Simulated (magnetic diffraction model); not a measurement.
**SrCeHg6 below its ordering temperature**

Space group Amm2 (no. 38), a = 5.4270 Å, b = 7.5340 Å, c = 11.8150 Å.

| site | atom | x | y | z |
| --- | --- | --- | --- | --- |
| 2a | Hg | 0 | 1/2 | 0.6493 |
| 2a | Hg | 0 | 1/2 | 0.1528 |
| 4d | Hg | 0 | 0.7498 | 0.9211 |
| 4e | Hg | 1/2 | 0.7429 | 0.0810 |
| 2b | Ce | 1/2 | 1/2 | 0.3447 |
| 2b | Sr | 1/2 | 1/2 | 0.8420 |

This is a made-up structure (elements placed in a structure type, unrelaxed), so the numbers test the method and describe no known phase.

Only Ce is taken to order (form factors of Ce3+); orders and moment sizes are assumed, and not adapted to the symmetry. Radiation: neutrons of λ = 2.41 Å, 8° to 50°; isotropic B of 0.29 Å² (Hg), 0.36 Å² (Ce) and 0.45 Å² (Sr). The intensities are simulated: I ∝ L Σ (|F_N|² + |F_M⊥|²) for unpolarised neutrons, with F_M = 2.695 fm/μB × Σ f(s) S exp(2πi Q·r) exp(−B s²) at Q = H ± k (one set where k and −k are equivalent), only the part normal to Q counting and L = 1/(sin²θ cos θ). For collinear order S is the moment m, which repeats by lattice and centring translations R with the sign exp(−2πi k·R). Form factors are spin-only for 3d ions and dipole or tabulated for f ions, scattering lengths are Sears's of 1992, and absorption is left out. A label names one of the reflections at its angle. The strongest nuclear line in the range is 100, and lines under 0.2 are left out.

Above the ordering temperature:

```csv
2θ (°),index,I
21.87,(0 1 1),1.1
23.54,(0 0 2),36.6
25.66,(1 0 0),14.6
33.96,(1 1 1),1.4
35.10,(1 0 2),6.3
37.31,(0 2 0),7.1
40.39,(0 1 3),0.4
44.59,(0 2 2),100.0
45.83,(1 2 0),9.8
48.15,(0 0 4),63.2
48.47,(1 1 3),0.7
```

Below it (cell unchanged):

```
2θ (°)      I
 21.87    7.0
 23.54   39.2
 25.66   14.6
 33.96    3.4
 35.10    7.3
 37.31    8.1
 40.39    2.0
 44.59  101.3
 45.83   10.7
 48.15   63.7
 48.47    2.3
```

**Question.** Find the propagation vector, then choose among these models:
A. collinear moments along [100], 2 μB on Ce
B. collinear moments along [101], 2 μB on Ce
C. collinear moments along [111], 2 μB on Ce

No line moves, and magnetic intensity falls on nuclear lines such as the one at 21.87°, so the magnetic cell equals the chemical primitive cell: k = 0.

Magnetic intensity, observed (below minus above) and for each model:

| 2θ (°) | index | observed | A | B | C |
| --- | --- | --- | --- | --- | --- |
| 21.87 | (0 1 1) | 6.0 | 6.0 | 4.5 | 3.8 |
| 23.54 | (0 0 2) | 2.6 | 2.6 | 0.5 | 1.0 |
| 25.66 | (1 0 0) | <0.2 | <0.2 | 1.8 | 1.9 |
| 33.96 | (1 1 1) | 2.0 | 2.0 | 3.8 | 3.7 |
| 40.39 | (0 1 3) | 1.7 | 1.7 | 0.6 | 0.8 |
| 44.59 | (0 2 2) | 1.4 | 1.4 | 1.0 | 0.9 |
| 48.15 | (0 0 4) | 0.6 | 0.6 | 0.1 | 0.2 |
| 48.47 | (1 1 3) | 1.6 | 1.6 | 1.1 | 1.3 |

Model A matches.

The structure used: k = (0 0 0), collinear moments along [100], 2 μB on Ce.

[Logs are printed without paths, hosts, clocks, repeated set-up lines and the standing remarks that a program may print on its own settings, such as how far it seeks lower states.]
